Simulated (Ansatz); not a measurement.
# Photoemission of Si(111) with F on 75 % of the top atoms and H on the rest, part 2 of 3

Wanted: the XPS lines and the band structure of Si(111) with F on 75 % of the top atoms and H on the rest.

Ansatz 0.2.0; DFT, PBE, plane-wave PAW, default files, scalar-relativistic.

So far, gap on the k-mesh (eV): step 2 (relaxation) 1.03.

## 3. Layer-resolved bands, DOS and potential

The main run: bands along the zone's path, each state's share in the top and middle regions, the DOS and the planar potential. The cell holds 4 small cells, so the bands are unfolded.

input.yaml reads:

```yaml
crystal:
  lattice:
    - [7.6791796437, 0.0, 0.0]
    - [3.8395898218, 6.6503646517, 0.0]
    - [0.0, 0.0, 24.1437769138]
  atoms:
    - { symbol: F, position: [-0.0007259084, -0.0007259084, 0.7104557693] }
    - { symbol: F, position: [0.5014518168, -0.0007259084, 0.7104557693] }
    - { symbol: F, position: [-0.0007259084, 0.5014518168, 0.7104557693] }
    - { symbol: H, position: [0.5, 0.5, 0.7066436] }
    - { symbol: Si, position: [8.73836e-05, 8.73836e-05, 0.6431147911] }
    - { symbol: Si, position: [0.4998252327, 8.73836e-05, 0.6431147911] }
    - { symbol: Si, position: [8.73836e-05, 0.4998252327, 0.6431147911] }
    - { symbol: Si, position: [0.5, 0.5, 0.6446266564] }
    - { symbol: Si, position: [0.8318465236, 0.3340767382, 0.6117752062] }
    - { symbol: Si, position: [0.3340767382, 0.3340767382, 0.6117752062] }
    - { symbol: Si, position: [0.8333333333, 0.8333333333, 0.6114140672] }
    - { symbol: Si, position: [0.3340767382, 0.8318465236, 0.6117752062] }
    - { symbol: Si, position: [0.8336710019, 0.3331644991, 0.5137907834] }
    - { symbol: Si, position: [0.3331644991, 0.3331644991, 0.5137907834] }
    - { symbol: Si, position: [0.8333333333, 0.8333333333, 0.5133806996] }
    - { symbol: Si, position: [0.3331644991, 0.8336710019, 0.5137907834] }
    - { symbol: Si, position: [0.1666666667, 0.1666666667, 0.4806057891] }
    - { symbol: Si, position: [0.6664915622, 0.1670168756, 0.4806382749] }
    - { symbol: Si, position: [0.1670168756, 0.6664915622, 0.4806382749] }
    - { symbol: Si, position: [0.6664915622, 0.6664915622, 0.4806382749] }
    - { symbol: Si, position: [0.1666666667, 0.1666666667, 0.382862757] }
    - { symbol: Si, position: [0.6666666667, 0.1666666667, 0.382862757] }
    - { symbol: Si, position: [0.1666666667, 0.6666666667, 0.382862757] }
    - { symbol: Si, position: [0.6666666667, 0.6666666667, 0.382862757] }
    - { symbol: Si, position: [0.0, 0.0, 0.350400852] }
    - { symbol: Si, position: [0.5, 0.0, 0.350400852] }
    - { symbol: Si, position: [0.0, 0.5, 0.350400852] }
    - { symbol: Si, position: [0.5, 0.5, 0.350400852] }
    - { symbol: H, position: [0.0, 0.0, 0.289929783] }
    - { symbol: H, position: [0.5, 0.0, 0.289929783] }
    - { symbol: H, position: [0.0, 0.5, 0.289929783] }
    - { symbol: H, position: [0.5, 0.5, 0.289929783] }
kpoints:
  mp_grid: { grid: [3, 3, 1] }
scf:
  occupations: { method: fermi_dirac, width: 0.02 }
  n_extra_bands: 35
hamiltonian:
  xc: pbe
  pseudopotentials: { kind: paw }
output:
  forces: true
  write_potential: true
  volumetric_format: []
  dos:
    projected:
      site_lists:
        adsorbate: [0, 1, 2, 3]
        layer_1: [4, 5, 6, 7]
        layer_2: [8, 9, 10, 11]
        layer_3: [12, 13, 14, 15]
        middle: [16, 17, 18, 19]
        other_layers: [20, 21, 22, 23, 24, 25, 26, 27, 28, 29, 30, 31]
    de: 0.05
    e_range: [-30, 12]
    method: { smearing: { sigma: 0.12, scheme: gaussian } }
  eigenstates:
    kpoints:
      - [0.33333333, -0.33333333, 0.0]
      - [0.25, -0.375, 0.0]
      - [0.16666667, -0.41666667, 0.0]
      - [0.08333333, -0.45833333, 0.0]
      - [0.0, 0.5, 0.0]
      - [-0.08333333, 0.45833333, 0.0]
      # [... 29 more points ...]
      - [0.25, 0.5, 0.0]
      - [0.29166667, -0.41666667, 0.0]
    e_range: [-8.0, 6.0]
    unfold:
      supercell_matrix: [[2, 0, 0], [0, 2, 0], [0, 0, 1]]
      layers:
        axis: 3
        edges: [0.124256, 0.425837, 0.425937, 0.57569, 0.57579, 0.876127]
efield:
  axis: 3
  dipole_correction: true
```

Launch:

```sh
$ ansatz run input.yaml --threads 4 --pin off --max-ram 11264MiB --backend cpu --events-out ev --progress --plain --runs-dir out
```

Numbers of over 12 decimals in the logs are rounded to 6 here.

Log:

```text
[...]
Crystal: 32 atoms, lattice volume = 1233.007 Å³
Basis set: ecut = 420 eV, 24051 PW (Γ), exchange–correlation on 108×108×324 points (8 copies of the dense FFT grid, shifted against one another)
Bands: 96, of which v1, the nominal top of the filled ones, is band 61 counted from 1 (60 counted from 0)
Symmetry: 6 space group operations
[...]
k-points: 3 of 9 (time reversal used)
[...]
SCF iter   1: F=—  HF=-17765.426830 eV  |F-HF|=—  |Δ(HF+E_count)|=         —  Δρ=2.02e-3  dr2=4.57e-1  ethr=1.77e-3  p=-0.433 e·Å  D=-6.35e-2 V/Å  ΔV_dip=1.53 eV  dr2_dipole=2.85e-2  V_vac-E_F(+/−)=5.16/3.63 eV  ⟨swp⟩=8.0  Hψ=1611  notcnv=0  defer=25
[...]
SCF iter   9: F=-17765.361100 eV  HF=-17765.361100 eV  |F-HF|=2.57e-8  |Δ(HF+E_count)|=   1.77e-7  Δρ=8.35e-7  dr2=1.11e-8  ethr=8.20e-11  p=-0.439 e·Å  D=-6.45e-2 V/Å  ΔV_dip=1.56 eV  dr2_dipole=4.35e-11  V_vac-E_F(+/−)=5.63/4.08 eV  ⟨swp⟩=22.0  Hψ=2770  notcnv=0
SCF 1 converged in 9 iterations: F = -17765.361100 eV  dr2 = 1.11e-8
[...]
NSCF: frozen V_eff on 37 k-points
efield: sawtooth ramp at fractional position 0.9502 (kept from the solve that this one continues, or follows in the run), width 0.1000; the density the first Hamiltonian is built on has a dipole p = -0.439 e·Å; the dipole correction subtracts the counter field D = -6.45e-2 V/Å, which shifts the + side's vacuum level by +1.56 eV against the − side's; the planar-averaged density in the ramp window peaks in size at 2.6e-6 e/Å³
[...]
SCF converged after 9 iterations
Free energy (F): -17765.361100 eV
[...]
Internal energy: -17765.361100 eV  (E = F + TS)
E sigma→0 (E₀):  -17765.361100 eV
Fermi energy:    -0.061752 eV
Dipole field:    D = -0.064462 V/Å  (p = -0.439246 e·Å, saw-weighted, corrected)
Work function:   Φ+ = 5.6326 eV   Φ− = 4.0763 eV
[...]
--- Forces (eV/Å), atoms counted from 1 ---
  atom   1  F      0.00608055     0.00351061    -0.00795901
  atom   2  F     -0.00608055     0.00351061    -0.00795901
  atom   3  F      0.00000000    -0.00702122    -0.00795901
  atom   4  H      0.00000000    -0.00000000     0.01180723
  atom   5  Si    -0.00553923    -0.00319808     0.01089628
  atom   6  Si     0.00553923    -0.00319808     0.01089628
  atom   7  Si    -0.00000000     0.00639615     0.01089628
  atom   8  Si    -0.00000000    -0.00000000     0.00570375
  atom   9  Si     0.00142648    -0.00082358    -0.00522571
  atom  10  Si    -0.00142648    -0.00082358    -0.00522571
  atom  11  Si     0.00000000     0.00000000    -0.00773864
  atom  12  Si    -0.00000000     0.00164715    -0.00522571
  atom  13  Si     0.00302722    -0.00174777     0.00063727
  atom  14  Si    -0.00302722    -0.00174777     0.00063727
  atom  15  Si    -0.00000000    -0.00000000     0.00684714
  atom  16  Si    -0.00000000     0.00349554     0.00063727
  atom  17  Si     0.00000000     0.00000000     0.01090254
  atom  18  Si     0.00000000    -0.00257834    -0.00792902
  atom  19  Si    -0.00223291     0.00128917    -0.00792902
  atom  20  Si     0.00223291     0.00128917    -0.00792902
  atom  21  Si    -0.00000000    -0.00000000    -0.07808109
  atom  22  Si    -0.00000000     0.00442670    -0.07525347
  atom  23  Si     0.00383363    -0.00221335    -0.07525347
  atom  24  Si    -0.00383363    -0.00221335    -0.07525347
  atom  25  Si    -0.00235461    -0.00135943     0.85305364
  atom  26  Si     0.00235461    -0.00135943     0.85305364
  atom  27  Si    -0.00000000     0.00271886     0.85305364
  atom  28  Si     0.00000000     0.00000000     0.84495966
  atom  29  H     -0.00001730    -0.00000999    -0.77466097
  atom  30  H      0.00001730    -0.00000999    -0.77466097
  atom  31  H     -0.00000000     0.00001997    -0.77466097
  atom  32  H     -0.00000000     0.00000000    -0.77529456
  max |Σ_I F_I| component: 2.17e-4 eV/Å
--- Band table (eV) ---
  k-point 0: bands = [... 57 lower, -1.0156, -1.0156, -0.5752, -0.5752, 0.4547, 0.4547, 0.4774, 1.0103, ... 31 higher]
  k-point 1: bands = [... 57 lower, -1.9653, -1.5954, -1.4929, -0.9663, 0.5946, 1.2140, 1.2933, 1.2988, ... 31 higher]
  k-point 2: bands = [... 57 lower, -2.3156, -1.9509, -1.9068, -1.7706, 1.4868, 1.6293, 1.7197, 2.0428, ... 31 higher]
```

It took 4.8 min on 4 threads of Arm Neoverse V1, shared host; peak memory 4.7 GiB.

This step gave:

| Quantity | Value |
| --- | --- |
| Fermi energy | -0.06175 eV |
| zero of energy | valence-band maximum |
| share of occupied states in no projected shell | 0.0115 of the occupied states in the window |

A(k,E), total over k along the path and E. Zero: valence-band maximum.

Ten even steps from '0' (0.10 eV⁻¹) to '9' (6.07 eV⁻¹), each cell a mean:
```
323555554532122563233211112433
122356664365446754333333223321
001223456668997532211111233200
222122344555555433321111234322
332222233344344432233211232223
111110001113332222223444432111
000000000000110001222223210000
000000000000000000001111000000
000000000012321000000000000000
000000000245654221000000000000
000000023455555432221111000000
000112244554234544333222210000
222112433421112333333344332222
222344333200000132212233333222
223443332000000013222222234322
443322321111111111321111112334
332222111111111111122222222233
222222211111111111212211111112
333334322222222222333333333333
112221111111111111112211111111
222221111111111111112222222222
221111111111111111111122222222
```
Columns: k along the path (Å⁻¹) from 0 to 2.58; rows upwards: E (eV) from -7.19 to 4.86.

A(k,E), top over k along the path and E. Zero: valence-band maximum.

Values in eV⁻¹, 12 rows by 16 columns, each cell a mean:
```
0.55 0.62 1.02 1.11 0.79 0.88 0.65 0.79 1.03 0.49 0.46 0.45 0.36 0.36 0.81 0.61
0.23 0.36 0.49 0.74 0.99 1.15 1.48 1.33 0.77 0.50 0.39 0.37 0.41 0.56 0.53 0.22
0.45 0.40 0.42 0.47 0.57 0.68 0.56 0.64 0.68 0.66 0.66 0.57 0.51 0.67 0.41 0.45
0.09 0.09 0.09 0.08 0.12 0.21 0.46 0.35 0.22 0.31 0.42 0.56 0.62 0.34 0.14 0.09
0.03 0.03 0.04 0.05 0.08 0.25 0.64 0.47 0.18 0.10 0.10 0.11 0.11 0.06 0.04 0.03
0.05 0.06 0.09 0.19 0.58 1.00 1.02 1.07 0.79 0.53 0.38 0.26 0.20 0.10 0.06 0.05
0.30 0.31 0.43 0.77 0.77 0.69 0.36 0.46 0.78 0.64 0.66 0.72 0.74 0.62 0.36 0.30
0.44 0.64 0.80 0.61 0.61 0.20 0.12 0.13 0.36 0.58 0.38 0.38 0.41 0.60 0.65 0.45
0.75 0.60 0.51 0.57 0.31 0.25 0.23 0.24 0.26 0.44 0.54 0.31 0.26 0.29 0.51 0.74
0.80 0.82 0.78 0.70 0.74 0.86 0.94 0.91 0.80 0.73 0.79 0.93 0.90 0.88 0.83 0.80
1.17 1.16 1.14 1.02 0.88 0.75 0.67 0.69 0.80 0.94 1.03 1.01 1.00 1.02 1.11 1.17
0.61 0.53 0.53 0.52 0.49 0.45 0.44 0.44 0.46 0.50 0.53 0.51 0.53 0.55 0.59 0.61
```
Columns: k along the path (Å⁻¹) from 0 to 2.58; rows upwards: E (eV) from -7.19 to 4.86.

A(k,E), middle over k along the path and E. Zero: valence-band maximum.

Values in eV⁻¹, 12 rows by 16 columns, each cell a mean:
```
0.39 0.68 1.16 1.27 0.86 0.78 0.38 0.53 1.14 0.76 0.68 0.67 0.57 0.39 0.64 0.45
0.29 0.47 0.67 0.95 1.16 1.33 1.65 1.56 1.04 0.69 0.50 0.43 0.48 0.75 0.74 0.29
0.82 0.73 0.70 0.69 0.79 1.00 0.94 0.99 0.82 0.56 0.67 0.61 0.51 0.67 0.69 0.81
0.15 0.14 0.11 0.10 0.11 0.15 0.37 0.26 0.22 0.46 0.55 0.67 0.78 0.57 0.22 0.16
0.04 0.04 0.05 0.05 0.08 0.20 0.49 0.37 0.16 0.10 0.13 0.17 0.17 0.08 0.05 0.04
0.05 0.06 0.09 0.17 0.44 0.82 1.17 1.04 0.58 0.41 0.32 0.22 0.17 0.09 0.06 0.05
0.42 0.43 0.45 0.74 0.92 1.07 0.64 0.86 1.10 0.88 0.75 0.70 0.69 0.63 0.45 0.42
0.62 0.72 0.95 0.81 0.74 0.29 0.10 0.13 0.50 0.59 0.68 0.86 0.95 0.92 0.76 0.63
0.60 0.64 0.50 0.50 0.37 0.22 0.20 0.21 0.27 0.48 0.35 0.24 0.23 0.38 0.62 0.60
0.43 0.32 0.36 0.45 0.24 0.18 0.18 0.18 0.19 0.35 0.37 0.19 0.14 0.15 0.25 0.42
0.20 0.36 0.42 0.21 0.16 0.14 0.13 0.13 0.15 0.18 0.35 0.36 0.17 0.17 0.18 0.19
0.69 0.42 0.29 0.23 0.19 0.20 0.21 0.20 0.20 0.20 0.28 0.40 0.62 0.63 0.65 0.70
```
Columns: k along the path (Å⁻¹) from 0 to 2.58; rows upwards: E (eV) from -7.19 to 4.86.

A(k,E), bottom over k along the path and E. Zero: valence-band maximum.

Ten even steps from '_' (0.03 eV⁻¹) to '@' (2.29 eV⁻¹), each cell a mean:
```
--::--==++++++++++**--::::::::++##==--==----::......::====--
::::::--++****++====##++====**%%**++------------::::----::::
__....::::--==++++++**%%@@@@##++::::::..........::----::____
::::::....::--==++++++++++++++==--::::::..........--==--::::
--::::::::::::::::--====--====----::::::::......::--..::::--
__....______________..::--::....::::::----========::......__
____________________________________......::::::::__________
____________________________________________..______________
______________________..::....______________________________
__________________..--==**++--::..__________________________
______________..::--++++==++++==--::......__________________
________....::--======--::::==++======----::::......________
............--------::..__....----::::::----------::........
......::--==--::--::__________..--::......::::::----::......
::::--====--::--::______________..--::..........::------::::
====++==------::__________________..----........::::--======
++==----::::............____..........::--------------====++
..__________..______________________....__________________..
________....__________________________....__________________
______..........::::............::::........________________
........::::..........................::::..................
..........______________________________......::::..........
```
Columns: k along the path (Å⁻¹) from 0 to 2.58; rows upwards: E (eV) from -7.19 to 4.86.

Peaks of A(k,E) at the labelled points: for each region the eleven nearest the zero at most, each over 6 % of that point's highest, less those above the energy where the solved bands run out; weight and spread sum the levels within three half widths or 0.3 eV, so near peaks share levels. Peaks of the spectral function, the first 40 of 118 rows:

| point | weight on | E (eV) | A (1/eV) | weight near the peak | rms spread of levels (eV) |
| --- | --- | --- | --- | --- | --- |
| K | total | -6.71 | 3.181 | 2.107 | 0.076 |
| K | total | -5.57 | 1.941 | 2.321 | 0.299 |
| K | total | -5.13 | 2.304 | 2.044 | 0.228 |
| K | total | -3.99 | 2.855 | 3.086 | 0.311 |
| K | total | -3.39 | 2.815 | 2.981 | 0.278 |
| K | total | -2.25 | 2.768 | 2.091 | 0.169 |
| K | total | 2.07 | 1.842 | 2.23 | 0.275 |
| K | total | 2.65 | 3.048 | 2.965 | 0.294 |
| K | total | 4.29 | 1.683 | 1.895 | 0.295 |
| K | total | 4.87 | 2.707 | 2.458 | 0.263 |
| K | top | -6.77 | 1.068 | 0.65 | 0.057 |
| K | top | -5.57 | 1.695 | 2.083 | 0.298 |
| K | top | -5.13 | 1.795 | 1.822 | 0.23 |
| K | top | -3.59 | 1.032 | 0.881 | 0.176 |
| K | top | -2.19 | 0.738 | 0.618 | 0.229 |
| K | top | 2.07 | 0.493 | 0.529 | 0.278 |
| K | top | 2.65 | 0.657 | 0.685 | 0.306 |
| K | top | 4.29 | 0.583 | 0.644 | 0.296 |
| K | top | 4.87 | 0.958 | 0.873 | 0.263 |
| K | middle | -6.71 | 1.368 | 0.929 | 0.064 |
| K | middle | -5.11 | 0.37 | 0.195 | 0.126 |
| K | middle | -4.23 | 0.757 | 0.656 | 0.224 |
| K | middle | -3.37 | 0.789 | 0.506 | 0.128 |
| K | middle | -2.25 | 1.318 | 0.996 | 0.145 |
| K | middle | 2.07 | 0.946 | 0.976 | 0.279 |
| K | middle | 2.65 | 1.154 | 1.281 | 0.313 |
| K | middle | 4.27 | 0.41 | 0.445 | 0.294 |
| K | middle | 4.85 | 0.617 | 0.56 | 0.266 |
| K | bottom | -6.67 | 0.836 | 0.517 | 0.021 |
| K | bottom | -3.99 | 1.795 | 1.39 | 0.191 |
| K | bottom | -3.37 | 1.113 | 0.643 | 0.101 |
| K | bottom | -2.29 | 0.762 | 0.475 | 0.099 |
| K | bottom | 2.65 | 1.235 | 0.997 | 0.232 |
| K | bottom | 4.29 | 0.689 | 0.805 | 0.294 |
| K | bottom | 4.85 | 1.133 | 1.025 | 0.26 |
| Γ | total | -4.47 | 1.278 | 1.231 | 0.336 |
| Γ | total | -3.57 | 0.924 | 0.582 | 0.23 |
| Γ | total | -1.51 | 1.905 | 3.005 | 0.333 |
| Γ | total | -0.91 | 4.01 | 3.995 | 0.24 |
| Γ | total | -0.45 | 4.3 | 5.953 | 0.373 |

The DOS has structure finer than the step of the table below, so its rows give means over 2 eV, whole bins alone (the curve runs from -26.4 to 4.64 eV). Peaks (eV: height): total -24.5: 26.5, -5.3: 29.0, -3.0: 28.5, 4.3: 40.1; Si 3p -3.0: 24.1, -2.3: 22.1, -1.8: 23.3, 4.2: 21.4; Si 3s -10.7: 8.18, -9.7: 9.22, -9.1: 11.8, -8.4: 7.69; F 2p -7.1: 4.14, -5.3: 20.6; H 1s -6.2: 1.42, -4.1: 3.81, -3.7: 1.38, -3.0: 1.49.

DOS against E, zero at the valence-band maximum; means over each step; values in states/eV/cell:

| E (eV) | total | Si 3p | Si 3s | F 2p | H 1s | F 2s |
| --- | --- | --- | --- | --- | --- | --- |
| -24 | 3.00 | 0.224 | 0.124 | 0.0405 | 1.2e-5 | 2.60 |
| -22 | 0 | 0 | 0 | 0 | 0 | 0 |
| -20 | 0 | 0 | 0 | 0 | 0 | 0 |
| -18 | 0 | 0 | 0 | 0 | 0 | 0 |
| -16 | 0 | 0 | 0 | 0 | 0 | 0 |
| -14 | 0 | 0 | 0 | 0 | 0 | 0 |
| -12 | 0.805 | 0.113 | 0.669 | 0.00371 | 0.0132 | 0.00140 |
| -10 | 7.76 | 1.96 | 5.29 | 0.206 | 0.209 | 0.0468 |
| -8 | 6.49 | 1.74 | 3.17 | 1.14 | 0.302 | 0.0972 |
| -6 | 13.8 | 4.62 | 2.92 | 5.47 | 0.564 | 0.0301 |
| -4 | 10.8 | 7.42 | 1.19 | 1.00 | 1.01 | 0.00102 |
| -2 | 16.3 | 14.5 | 0.654 | 0.487 | 0.481 | 0.00455 |
| 0 | 2.26 | 2.09 | 0.0469 | 0.0409 | 0.00213 | 3.4e-4 |
| 2 | 11.8 | 6.66 | 2.70 | 0.127 | 0.266 | 0.0529 |

Sums over each group's atoms; a table of it gives point samples, which can step over narrow peaks. The DOS of the group by E, zero at the valence-band maximum; 7 of 14 lines; values in states/eV:

| E (eV) | other layers: Si 3p | adsorbate: F 2p | layer 2: Si 3p | middle: Si 3p | layer 3: Si 3p | other layers: Si 3s | layer 1: Si 3p |
| --- | --- | --- | --- | --- | --- | --- | --- |
| -26 | 0 | 0 | 0 | 0 | 0 | 0 | 0 |
| -24 | 0 | 3.6e-4 | 9.5e-5 | 0 | 0 | 0 | 0.00191 |
| -22 | 0 | 0 | 0 | 0 | 0 | 0 | 0 |
| -20 | 0 | 0 | 0 | 0 | 0 | 0 | 0 |
| -18 | 0 | 0 | 0 | 0 | 0 | 0 | 0 |
| -16 | 0 | 0 | 0 | 0 | 0 | 0 | 0 |
| -14 | 0 | 0 | 0 | 0 | 0 | 0 | 0 |
| -12 | 1.3e-4 | 2.2e-5 | 6.6e-5 | 0 | 1.4e-5 | 0.00156 | 1.0e-4 |
| -10 | 0.495 | 0.169 | 0.263 | 0.201 | 0.194 | 1.66 | 0.255 |
| -8 | 0.280 | 0.293 | 0.131 | 0.0218 | 0.0251 | 0.615 | 0.0128 |
| -6 | 1.87 | 1.67 | 0.546 | 1.10 | 0.741 | 1.55 | 0.629 |
| -4 | 8.20 | 0.688 | 0.955 | 0.906 | 0.862 | 0.309 | 0.430 |
| -2 | 4.51 | 0.423 | 2.64 | 2.39 | 2.76 | 0.215 | 1.36 |
| 0 | 0.217 | 0.0213 | 0.237 | 0.211 | 0.160 | 5.2e-5 | 0.267 |
| 2 | 2.32 | 0.217 | 1.09 | 1.65 | 1.57 | 1.15 | 1.76 |
| 4 | 3.32 | 0.101 | 1.54 | 2.10 | 1.67 | 0.966 | 1.56 |

This run's widths, added to any smearing of the DOS itself: Gaussian 0.45 eV, Lorentzian 0.1 eV plus 0.08 an eV of depth. Intensity against binding energy, zero at the valence-band maximum; values in % of the maximum within 13 eV:

| binding energy (eV) | 21.2 eV | 150 eV | 1486.7 eV | 5950 eV |
| --- | --- | --- | --- | --- |
| 0 | 1.83 | 2.55 | 7.54 | 3.18 |
| 2 | 13.7 | 17.5 | 60.4 | 29.2 |
| 4 | 20.5 | 18.8 | 52.6 | 34.1 |
| 6 | 41.0 | 41.5 | 78.3 | 57.8 |
| 8 | 13.7 | 15.7 | 69.0 | 63.2 |
| 10 | 5.37 | 8.05 | 81.5 | 83.0 |
| 12 | - | 1.64 | 16.0 | 16.3 |
| 14 | - | 0.692 | 4.30 | 3.80 |
| 16 | - | 0.581 | 3.23 | 2.48 |
| 18 | - | 0.702 | 3.86 | 2.65 |
| 20 | - | 1.20 | 6.71 | 4.28 |
| 22 | - | 3.29 | 18.7 | 11.5 |
| 24 | - | 17.4 | 99.5 | 60.9 |
| 26 | - | 6.68 | 38.1 | 23.4 |

Maxima picked by a test of local sharpness, so broad peaks and shoulders can be missing; peaks within 0.45 eV of a curve's cut are left out. Valence peaks, by row:

| photon energy (eV) | binding energy (eV) | height (% of the maximum within 13 eV) | main shell | its share (%) |
| --- | --- | --- | --- | --- |
| 21.2 | 6.887 | 27.08 | F 2p | 85.33 |
| 21.2 | 5.287 | 100 | F 2p | 95.9 |
| 21.2 | 2.987 | 16.94 | F 2p | 54.07 |
| 21.2 | 1.737 | 14.68 | F 2p | 48.77 |
| 150 | 24.44 | 20.33 | F 2s | 96.61 |
| 150 | 6.937 | 29.13 | F 2p | 78.24 |
| 150 | 5.287 | 100 | F 2p | 94.15 |
| 150 | 2.937 | 17.87 | F 2p | 49.77 |
| 150 | 1.737 | 18.53 | Si 3p | 57.24 |
| 1487 | 24.44 | 116.1 | F 2s | 97.66 |
| 1487 | 9.237 | 100 | Si 3s | 85.78 |
| 1487 | 6.787 | 87.18 | Si 3s | 66.51 |
| 1487 | 5.287 | 99.57 | F 2p | 52.76 |
| 1487 | 2.887 | 57.95 | Si 3p | 61.84 |
| 1487 | 1.787 | 62.81 | Si 3p | 70.52 |
| 5950 | 24.44 | 71.02 | F 2s | 97.07 |
| 5950 | 9.287 | 100 | Si 3s | 94.65 |
| 5950 | 6.787 | 73.34 | Si 3s | 88.05 |
| 5950 | 2.937 | 30.47 | Si 3s | 60.06 |
| 5950 | 1.837 | 29.6 | Si 3s | 50.82 |

(Continued in part 3 of 3.)

[Logs are printed without paths, hosts, clocks, repeated set-up lines and the standing remarks that a program may print on its own settings, such as how far it seeks lower states.]

[Hosts, paths, dates, database ids (printed as entryN), source tags and the programs' standing remarks are cut or masked in the printed files.]

[Maps of the electrostatic potential energy from Ansatz leave out the sawtooth potential of an applied field or a dipole correction, so their vacuum need not be flat; work functions include it.]
